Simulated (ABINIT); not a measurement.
# KSnH3 (Pm-3m): phonons by linear response, part 3 of 5

How does KSnH3 (Pm-3m) vibrate, and is this structure a minimum?

ABINIT 10.8.3; DFT PBEsol, scalar-relativistic, plane waves, PseudoDojo norm-conserving pseudopotentials.

So far. Step 6 (Self-consistent run for the response): The cell stands at -0.28 GPa: the relaxation ran with a smoothed and higher cutoff, and the difference is a stress of the finite basis. Step 7 (Zone-centre response): The acoustic modes at Γ come out as far as 5.1 cm⁻¹ from zero, where they should vanish, a small numerical error. The lowest optical mode is imaginary, 874i cm⁻¹, an instability at this level and on this k mesh. The relaxed cell has a = 4.288 Å (conventional setting).

The structure was built from a prototype and need not be the compound's stable phase.

### 8. Zone-centre analysis

anaddb reads the merged derivatives and imposes the acoustic sum rule.

anaddb.abi reads:

```
ddb_filepath "gamma_DDB"
output_file "anaddb.abo"
outdata_prefix "anaddb"
asr 1
chneut 1
enunit 2
eivec 1
nph1l 1
qph1l 0.0 0.0 0.0 1.0
```

mrgddb.in reads:

```
gamma_DDB
merged
2
dfpt_gammao_DDB
gso_DDB
```

Started as:

```sh
> mrgddb < mrgddb.in > mrgddb.log
> OMP_NUM_THREADS=1 anaddb anaddb.abi > anaddb.log
```

Numbers of over 12 decimals in the logs are rounded to 6 here.

anaddb.abo, the main output file:

```text
-outvars_anaddb: echo values of input variables ----------------------

 Miscellaneous information :
      enunit         2
       eivec         1
         asr         1
 First list of wavevector (reduced coord.) :
       nph1l         1
       qph1l
                     0.00000000E+00  0.00000000E+00  0.00000000E+00    1.000E+00

================================================================================

 read the DDB information and perform some checks

  ==== Info on the Cryst% object ====
 Real(R)+Recip(G) space primitive vectors, cartesian coordinates (Bohr,Bohr^-1):
 R(1)=  8.1024074  0.0000000  0.0000000  G(1)=  0.1234201  0.0000000  0.0000000
 R(2)=  0.0000000  8.1024074  0.0000000  G(2)=  0.0000000  0.1234201  0.0000000
 R(3)=  0.0000000  0.0000000  8.1024074  G(3)=  0.0000000  0.0000000  0.1234201
 Unit cell volume ucvol=  5.3191500E+02 bohr^3
 Angles (23,13,12)=  9.00000000E+01  9.00000000E+01  9.00000000E+01 degrees
 Time-reversal symmetry is present
 Reduced atomic positions [iatom, xred, symbol]:
    1)    0.0000000  0.0000000  0.0000000   K
    2)    0.5000000  0.5000000  0.5000000  Sn
    3)    0.5000000  0.5000000  0.0000000   H
    4)    0.5000000  0.0000000  0.5000000   H
    5)    0.0000000  0.5000000  0.5000000   H

 DDB file with 3 blocks has been read.

================================================================================

 Treat the first list of vectors

  Phonon wavevector (reduced coordinates) :  0.00000  0.00000  0.00000
 Phonon energies in Hartree :
  -3.979496E-03 -3.979496E-03 -3.979496E-03  0.000000E+00  0.000000E+00
   0.000000E+00  3.718697E-04  3.718697E-04  3.718697E-04  2.380598E-03
   2.380598E-03  2.380598E-03  2.450634E-03  2.450634E-03  2.450634E-03
 Phonon energies in meV     :
- -1.082876E+02 -1.082876E+02 -1.082876E+02  0.000000E+00  0.000000E+00
-  0.000000E+00  1.011909E+01  1.011909E+01  1.011909E+01  6.477938E+01
-  6.477938E+01  6.477938E+01  6.668514E+01  6.668514E+01  6.668514E+01
 Phonon frequencies in cm-1    :
- -8.733984E+02 -8.733984E+02 -8.733984E+02  0.000000E+00  0.000000E+00
-  0.000000E+00  8.161595E+01  8.161595E+01  8.161595E+01  5.224809E+02
-  5.224809E+02  5.224809E+02  5.378519E+02  5.378519E+02  5.378519E+02
 Phonon frequencies in Thz     :
- -2.618383E+01 -2.618383E+01 -2.618383E+01  0.000000E+00  0.000000E+00
-  0.000000E+00  2.446785E+00  2.446785E+00  2.446785E+00  1.566358E+01
-  1.566358E+01  1.566358E+01  1.612439E+01  1.612439E+01  1.612439E+01
 Phonon energies in Kelvin  :
- -1.256625E+03 -1.256625E+03 -1.256625E+03  0.000000E+00  0.000000E+00
-  0.000000E+00  1.174271E+02  1.174271E+02  1.174271E+02  7.517335E+02
-  7.517335E+02  7.517335E+02  7.738489E+02  7.738489E+02  7.738489E+02

 Eigendisplacements
 (will be given, for each mode : in cartesian coordinates
   for each atom the real part of the displacement vector,
   then the imaginary part of the displacement vector - absolute values smaller than 1.0d-7 are set to zero)
  Mode number    1   Energy   -3.979496E-03
 Attention : low frequency mode.
   (Could be unstable or acoustic mode)
-  1  1.05438105E-04  0.00000000E+00  0.00000000E+00
-     0.00000000E+00  0.00000000E+00  0.00000000E+00
-  2  1.49009008E-04  0.00000000E+00  0.00000000E+00
-     0.00000000E+00  0.00000000E+00  0.00000000E+00
-  3  7.98487239E-04  3.98081480E-07  0.00000000E+00
-     0.00000000E+00  0.00000000E+00  0.00000000E+00
-  4  7.98487239E-04 -1.15844523E-05  0.00000000E+00
-     0.00000000E+00  0.00000000E+00  0.00000000E+00
-  5 -2.32365428E-02  3.98081480E-07  0.00000000E+00
-     0.00000000E+00  0.00000000E+00  0.00000000E+00
  Mode number    2   Energy   -3.979496E-03
 Attention : low frequency mode.
   (Could be unstable or acoustic mode)
-  1  0.00000000E+00 -1.05438105E-04  0.00000000E+00
-     0.00000000E+00  0.00000000E+00  0.00000000E+00
-  2  0.00000000E+00 -1.49009008E-04  0.00000000E+00
-     0.00000000E+00  0.00000000E+00  0.00000000E+00
-  3  3.98081480E-07 -7.98487239E-04  0.00000000E+00
-     0.00000000E+00  0.00000000E+00  0.00000000E+00
-  4  3.98081480E-07  2.32365428E-02  0.00000000E+00
-     0.00000000E+00  0.00000000E+00  0.00000000E+00
-  5 -1.15844523E-05 -7.98487239E-04  0.00000000E+00
-     0.00000000E+00  0.00000000E+00  0.00000000E+00
  Mode number    3   Energy   -3.979496E-03
 Attention : low frequency mode.
   (Could be unstable or acoustic mode)
-  1  0.00000000E+00  0.00000000E+00  1.05438118E-04
-     0.00000000E+00  0.00000000E+00  0.00000000E+00
-  2  0.00000000E+00  0.00000000E+00  1.49009027E-04
-     0.00000000E+00  0.00000000E+00  0.00000000E+00
-  3  0.00000000E+00  0.00000000E+00 -2.32365457E-02
-     0.00000000E+00  0.00000000E+00  0.00000000E+00
-  4  0.00000000E+00  0.00000000E+00  7.98487338E-04
-     0.00000000E+00  0.00000000E+00  0.00000000E+00
-  5  0.00000000E+00  0.00000000E+00  7.98487338E-04
-     0.00000000E+00  0.00000000E+00  0.00000000E+00
  Mode number    4   Energy    0.000000E+00
 Attention : low frequency mode.
   (Could be unstable or acoustic mode)
-  1  0.00000000E+00  0.00000000E+00 -1.84686596E-03
-     0.00000000E+00  0.00000000E+00  0.00000000E+00
-  2  0.00000000E+00  0.00000000E+00 -1.84685580E-03
-     0.00000000E+00  0.00000000E+00  0.00000000E+00
-  3  0.00000000E+00  0.00000000E+00 -1.84685141E-03
-     0.00000000E+00  0.00000000E+00  0.00000000E+00
-  4  0.00000000E+00  0.00000000E+00 -1.84685370E-03
-     0.00000000E+00  0.00000000E+00  0.00000000E+00
-  5  0.00000000E+00  0.00000000E+00 -1.84685370E-03
-     0.00000000E+00  0.00000000E+00  0.00000000E+00
  Mode number    5   Energy    0.000000E+00
 Attention : low frequency mode.
   (Could be unstable or acoustic mode)
-  1  2.11575235E-07  1.84686594E-03  0.00000000E+00
-     0.00000000E+00  0.00000000E+00  0.00000000E+00
-  2  2.11574072E-07  1.84685579E-03  0.00000000E+00
-     0.00000000E+00  0.00000000E+00  0.00000000E+00
-  3  2.11573831E-07  1.84685368E-03  0.00000000E+00
-     0.00000000E+00  0.00000000E+00  0.00000000E+00
-  4  2.11573831E-07  1.84685140E-03  0.00000000E+00
-     0.00000000E+00  0.00000000E+00  0.00000000E+00
-  5  2.11573569E-07  1.84685368E-03  0.00000000E+00
-     0.00000000E+00  0.00000000E+00  0.00000000E+00
  Mode number    6   Energy    0.000000E+00
 Attention : low frequency mode.
   (Could be unstable or acoustic mode)
-  1  1.84686594E-03 -2.11575298E-07  0.00000000E+00
-     0.00000000E+00  0.00000000E+00  0.00000000E+00
-  2  1.84685579E-03 -2.11574134E-07  0.00000000E+00
-     0.00000000E+00  0.00000000E+00  0.00000000E+00
-  3  1.84685368E-03 -2.11573893E-07  0.00000000E+00
-     0.00000000E+00  0.00000000E+00  0.00000000E+00
-  4  1.84685368E-03 -2.11573631E-07  0.00000000E+00
-     0.00000000E+00  0.00000000E+00  0.00000000E+00
-  5  1.84685140E-03 -2.11573893E-07  0.00000000E+00
-     0.00000000E+00  0.00000000E+00  0.00000000E+00
  Mode number    7   Energy    3.718697E-04
-  1  0.00000000E+00  0.00000000E+00  3.25679935E-03
-     0.00000000E+00  0.00000000E+00  0.00000000E+00
-  2  0.00000000E+00  0.00000000E+00 -1.04801093E-03
-     0.00000000E+00  0.00000000E+00  0.00000000E+00
-  3  0.00000000E+00  0.00000000E+00 -3.07481701E-04
-     0.00000000E+00  0.00000000E+00  0.00000000E+00
-  4  0.00000000E+00  0.00000000E+00 -1.29805383E-03
-     0.00000000E+00  0.00000000E+00  0.00000000E+00
-  5  0.00000000E+00  0.00000000E+00 -1.29805383E-03
-     0.00000000E+00  0.00000000E+00  0.00000000E+00
  Mode number    8   Energy    3.718697E-04
-  1  0.00000000E+00  3.25679935E-03  0.00000000E+00
-     0.00000000E+00  0.00000000E+00  0.00000000E+00
-  2  0.00000000E+00 -1.04801093E-03  0.00000000E+00
-     0.00000000E+00  0.00000000E+00  0.00000000E+00
-  3  0.00000000E+00 -1.29805383E-03  0.00000000E+00
-     0.00000000E+00  0.00000000E+00  0.00000000E+00
-  4  0.00000000E+00 -3.07481701E-04  0.00000000E+00
-     0.00000000E+00  0.00000000E+00  0.00000000E+00
-  5  0.00000000E+00 -1.29805383E-03  0.00000000E+00
-     0.00000000E+00  0.00000000E+00  0.00000000E+00
  Mode number    9   Energy    3.718697E-04
-  1  3.25679935E-03  0.00000000E+00  0.00000000E+00
-     0.00000000E+00  0.00000000E+00  0.00000000E+00
-  2 -1.04801093E-03  0.00000000E+00  0.00000000E+00
-     0.00000000E+00  0.00000000E+00  0.00000000E+00
-  3 -1.29805383E-03  0.00000000E+00  0.00000000E+00
-     0.00000000E+00  0.00000000E+00  0.00000000E+00
-  4 -1.29805383E-03  0.00000000E+00  0.00000000E+00
-     0.00000000E+00  0.00000000E+00  0.00000000E+00
-  5 -3.07481701E-04  0.00000000E+00  0.00000000E+00
-     0.00000000E+00  0.00000000E+00  0.00000000E+00
  Mode number   10   Energy    2.380598E-03
-  1  0.00000000E+00  0.00000000E+00  0.00000000E+00
-     0.00000000E+00  0.00000000E+00  0.00000000E+00
-  2  0.00000000E+00  0.00000000E+00  0.00000000E+00
-     0.00000000E+00  0.00000000E+00  0.00000000E+00
-  3  0.00000000E+00  5.20052834E-07  0.00000000E+00
-     0.00000000E+00  0.00000000E+00  0.00000000E+00
-  4  0.00000000E+00  0.00000000E+00  1.64963404E-02
-     0.00000000E+00  0.00000000E+00  0.00000000E+00
-  5  0.00000000E+00 -5.20052834E-07 -1.64963404E-02
-     0.00000000E+00  0.00000000E+00  0.00000000E+00
  Mode number   11   Energy    2.380598E-03
-  1  0.00000000E+00  0.00000000E+00  0.00000000E+00
-     0.00000000E+00  0.00000000E+00  0.00000000E+00
-  2  0.00000000E+00  0.00000000E+00  0.00000000E+00
-     0.00000000E+00  0.00000000E+00  0.00000000E+00
-  3  1.99091467E-07  1.64963404E-02  0.00000000E+00
-     0.00000000E+00  0.00000000E+00  0.00000000E+00
-  4 -1.99091467E-07  0.00000000E+00 -5.20052836E-07
-     0.00000000E+00  0.00000000E+00  0.00000000E+00
-  5  0.00000000E+00 -1.64963404E-02  5.20052836E-07
-     0.00000000E+00  0.00000000E+00  0.00000000E+00
  Mode number   12   Energy    2.380598E-03
-  1  0.00000000E+00  0.00000000E+00  0.00000000E+00
-     0.00000000E+00  0.00000000E+00  0.00000000E+00
-  2  0.00000000E+00  0.00000000E+00  0.00000000E+00
-     0.00000000E+00  0.00000000E+00  0.00000000E+00
-  3  1.64963405E-02 -1.99091471E-07  0.00000000E+00
-     0.00000000E+00  0.00000000E+00  0.00000000E+00
-  4 -1.64963405E-02  0.00000000E+00  0.00000000E+00
-     0.00000000E+00  0.00000000E+00  0.00000000E+00
-  5  0.00000000E+00  1.99091471E-07  0.00000000E+00
-     0.00000000E+00  0.00000000E+00  0.00000000E+00
  Mode number   13   Energy    2.450634E-03
-  1  0.00000000E+00  0.00000000E+00 -4.48740910E-05
-     0.00000000E+00  0.00000000E+00  0.00000000E+00
-  2  0.00000000E+00  0.00000000E+00  2.99616314E-04
-     0.00000000E+00  0.00000000E+00  0.00000000E+00
-  3  0.00000000E+00  5.60183591E-07 -9.03346572E-04
-     0.00000000E+00  0.00000000E+00  0.00000000E+00
-  4  0.00000000E+00  0.00000000E+00 -1.63216376E-02
-     0.00000000E+00  0.00000000E+00  0.00000000E+00
-  5  0.00000000E+00  5.60183590E-07 -1.63216376E-02
-     0.00000000E+00  0.00000000E+00  0.00000000E+00
  Mode number   14   Energy    2.450634E-03
-  1  0.00000000E+00  4.48740910E-05  0.00000000E+00
-     0.00000000E+00  0.00000000E+00  0.00000000E+00
-  2  0.00000000E+00 -2.99616314E-04  0.00000000E+00
-     0.00000000E+00  0.00000000E+00  0.00000000E+00
-  3  0.00000000E+00  1.63216376E-02  0.00000000E+00
-     0.00000000E+00  0.00000000E+00  0.00000000E+00
-  4  0.00000000E+00  9.03346572E-04  5.60183584E-07
-     0.00000000E+00  0.00000000E+00  0.00000000E+00
-  5  0.00000000E+00  1.63216376E-02  5.60183584E-07
-     0.00000000E+00  0.00000000E+00  0.00000000E+00
  Mode number   15   Energy    2.450634E-03
-  1  4.48740910E-05  0.00000000E+00  0.00000000E+00
-     0.00000000E+00  0.00000000E+00  0.00000000E+00
-  2 -2.99616314E-04  0.00000000E+00  0.00000000E+00
-     0.00000000E+00  0.00000000E+00  0.00000000E+00
-  3  1.63216376E-02  0.00000000E+00  0.00000000E+00
-     0.00000000E+00  0.00000000E+00  0.00000000E+00
-  4  1.63216376E-02  0.00000000E+00  0.00000000E+00
-     0.00000000E+00  0.00000000E+00  0.00000000E+00
-  5  9.03346572E-04  0.00000000E+00  0.00000000E+00
-     0.00000000E+00  0.00000000E+00  0.00000000E+00

 Analysis of degeneracies and characters (maximum tolerance=1.00E-06 a.u.)
 For each vibration mode, or group of modes if degenerate,
 the characters are given for each symmetry operation (see the list in the log file).
 Symmetry characters of vibration mode #   1
       degenerate with vibration modes #   2 to    3
  3.0 -3.0 -1.0  1.0 -1.0  1.0 -1.0  1.0  1.0 -1.0 -1.0  1.0  1.0 -1.0 -1.0  1.0
  0.0 -0.0 -0.0  0.0 -0.0  0.0  0.0 -0.0  1.0 -1.0 -1.0  1.0 -1.0  1.0  1.0 -1.0
  0.0 -0.0 -0.0  0.0  0.0 -0.0 -0.0  0.0  1.0 -1.0  1.0 -1.0 -1.0  1.0 -1.0  1.0
 Symmetry characters of vibration mode #   4
       degenerate with vibration modes #   5 to    6
  3.0 -3.0 -1.0  1.0 -1.0  1.0 -1.0  1.0  1.0 -1.0 -1.0  1.0  1.0 -1.0 -1.0  1.0
 -0.0  0.0 -0.0  0.0  0.0 -0.0  0.0 -0.0  1.0 -1.0 -1.0  1.0 -1.0  1.0  1.0 -1.0
 -0.0  0.0  0.0 -0.0  0.0 -0.0 -0.0  0.0  1.0 -1.0  1.0 -1.0 -1.0  1.0 -1.0  1.0
 Symmetry characters of vibration mode #   7
       degenerate with vibration modes #   8 to    9
  3.0 -3.0 -1.0  1.0 -1.0  1.0 -1.0  1.0  1.0 -1.0 -1.0  1.0  1.0 -1.0 -1.0  1.0
 -0.0  0.0 -0.0  0.0  0.0 -0.0  0.0 -0.0  1.0 -1.0 -1.0  1.0 -1.0  1.0  1.0 -1.0
 -0.0  0.0  0.0 -0.0  0.0 -0.0 -0.0  0.0  1.0 -1.0  1.0 -1.0 -1.0  1.0 -1.0  1.0
 Symmetry characters of vibration mode #  10
       degenerate with vibration modes #  11 to   12
  3.0 -3.0 -1.0  1.0 -1.0  1.0 -1.0  1.0 -1.0  1.0  1.0 -1.0 -1.0  1.0  1.0 -1.0
  0.0 -0.0  0.0 -0.0 -0.0  0.0 -0.0  0.0 -1.0  1.0  1.0 -1.0  1.0 -1.0 -1.0  1.0
  0.0 -0.0 -0.0  0.0 -0.0  0.0  0.0 -0.0 -1.0  1.0 -1.0  1.0  1.0 -1.0  1.0 -1.0
 Symmetry characters of vibration mode #  13
       degenerate with vibration modes #  14 to   15
  3.0 -3.0 -1.0  1.0 -1.0  1.0 -1.0  1.0  1.0 -1.0 -1.0  1.0  1.0 -1.0 -1.0  1.0
 -0.0  0.0 -0.0  0.0  0.0 -0.0  0.0 -0.0  1.0 -1.0 -1.0  1.0 -1.0  1.0  1.0 -1.0
 -0.0  0.0  0.0 -0.0  0.0 -0.0 -0.0  0.0  1.0 -1.0  1.0 -1.0 -1.0  1.0 -1.0  1.0
-
```

The job ended after 1.2 s (1 thread of Intel Xeon Platinum 8488C (Sapphire Rapids), shared host).

Numbers from this step:

```
highest optical zone-centre mode (no LO-TO term) : 537.9 cm⁻¹
lowest optical zone-centre mode                  : -873.4 cm⁻¹
```

No LO-TO term; unit eigenvectors of the mass-weighted matrix, from anaddb's displacements. The modes at Γ (shares of kinetic energy by element, %) (negative means imaginary):

```csv
mode,frequency (cm⁻¹),symmetry,K %,Sn %,H %
1,-873.4,T1u,0,0,99
2,-873.4,T1u,0,0,99
3,-873.4,T1u,0,0,99
4,0.0,acoustic,24,74,2
5,0.0,acoustic,24,74,2
6,0.0,acoustic,24,74,2
7,81.6,T1u,76,24,1
8,81.6,T1u,76,24,1
9,81.6,T1u,76,24,1
10,522.5,T2u,0,0,100
11,522.5,T2u,0,0,100
12,522.5,T2u,0,0,100
13,537.9,T1u,0,2,98
14,537.9,T1u,0,2,98
15,537.9,T1u,0,2,98
```

Displacements in mode 3 (-873.4 cm⁻¹), the largest set to 1:
```
K1   0.00  0.00  0.00
Sn2  0.00  0.00  0.01
H3   0.00  0.00 -1.00
H4   0.00  0.00  0.03
H5   0.00  0.00  0.03
```

Displacements in mode 13 (537.9 cm⁻¹), the largest set to 1:
```
K1   0.00  0.00  0.00
Sn2  0.00  0.00  0.02
H3   0.00  0.00 -0.06
H4   0.00  0.00 -1.00
H5   0.00  0.00 -1.00
```

The rule also moves an optical mode by 0.3 cm⁻¹.

### 9. Ground state

Scaled from the time of the run at Γ, the full q mesh would overrun the time at hand on this k mesh, so the ground state is made again on a coarser one.

gs.abi reads:

```
# ground state
tolvrs 1.0d-16
prtden 1
prtwf 1

# basis, mesh and filling
ecut 33.0
ngkpt 4 4 4
nshiftk 1
shiftk 0.0 0.0 0.0
istwfk *1
occopt 3
tsmear 0.01
nband 20
nstep 100
diemac 1000000.0
prtebands 0
prtgsr 0
useylm 1

# cell and atoms
acell 3*1.0 Angstrom
rprim 
    4.287609362 0.0 0.0
    0.0 4.287609362 0.0
    0.0 0.0 4.287609362
ntypat 3
znucl 19 50 1
natom 5
typat 1 2 3 3 3
xred 
    0.0 0.0 0.0
    0.5 0.5 0.5
    0.5 0.5 0.0
    0.5 0.0 0.5
    0.0 0.5 0.5
pp_dirpath "./pseudo"
pseudos "K.upf, Sn.upf, H.upf"
```

Started as:

```sh
> OMP_NUM_THREADS=1 mpirun -n 4 abinit gs.abi > gs.log
```

gs.abo, the main output file:

```text
[banners, grids, parts of the stress and lines that vanish by symmetry left out]
- input  file    -> gs.abi
- output file    -> gs.abo
- root for input  files -> gsi
[...]
Symmetries : space group Pm -3 m (#221); Bravais cP (primitive cubic)
[...]
mpw =        4842          nfft =       91125          nkpt =          10
[...]
== DATASET  1 ==================================================================
[...]
cutoff_energies: {ecut:  33.0, pawecutdg:  -1.0, }
[...]
ETOT  1  -110.18294803763    -1.102E+02 2.478E-01 1.024E+02
 ETOT  2  -110.33227339947    -1.493E-01 7.385E-03 1.109E+01
 ETOT  3  -110.33347456774    -1.201E-03 1.980E-03 1.899E+00
 ETOT  4  -110.33359005514    -1.155E-04 1.425E-03 9.004E-02
 ETOT  5  -110.33359802894    -7.974E-06 1.487E-03 6.515E-03
[...]
ETOT 13  -110.33359857394     2.274E-13 1.307E-04 3.677E-15
 ETOT 14  -110.33359857394    -9.237E-13 3.401E-04 5.276E-17
 At SCF step   14       vres2   =  5.28E-17 < tolvrs=  1.00E-16 =>converged.
[...]
sigma(1 1)= -2.20967722E-06  sigma(3 2)=  0.00000000E+00
  sigma(2 2)= -2.20967722E-06  sigma(3 1)=  0.00000000E+00
  sigma(3 3)= -2.20967722E-06  sigma(2 1)=  0.00000000E+00
[...]
convergence: {deltae: -9.237E-13, res2:  5.276E-17, residm:  3.401E-04, diffor: null, }
etotal    :  -1.10333599E+02
[...]
sigma(1 1)= -2.20967722E-06  sigma(3 2)=  0.00000000E+00
  sigma(2 2)= -2.20967722E-06  sigma(3 1)=  0.00000000E+00
  sigma(3 3)= -2.20967722E-06  sigma(2 1)=  0.00000000E+00
[...]
- sigma(1 1)= -6.50109484E-02  sigma(3 2)=  0.00000000E+00
- sigma(2 2)= -6.50109484E-02  sigma(3 1)=  0.00000000E+00
- sigma(3 3)= -6.50109484E-02  sigma(2 1)=  0.00000000E+00
[...]
fcart     -0.0000000000E+00 -0.0000000000E+00 -0.0000000000E+00
           strten     -2.2096772233E-06 -2.2096772233E-06 -2.2096772233E-06
================================================================================

[key lines of the parts left out:]
pressure_GPa:   6.5011E-02
```

The job ended after 90 s (4 MPI ranks; 2 min of CPU time).

This step gave:

```yaml
pressure: 0.06501 GPa
```

(Continued in part 4 of 5.)

[Host names and launcher messages were left out of these logs when they were recorded.]

[Logs are printed without paths, hosts, clocks, repeated set-up lines and the standing remarks that a program may print on its own settings, such as how far it seeks lower states.]

[Hosts, paths, dates, database ids (printed as entryN), source tags and the programs' standing remarks are cut or masked in the printed files.]
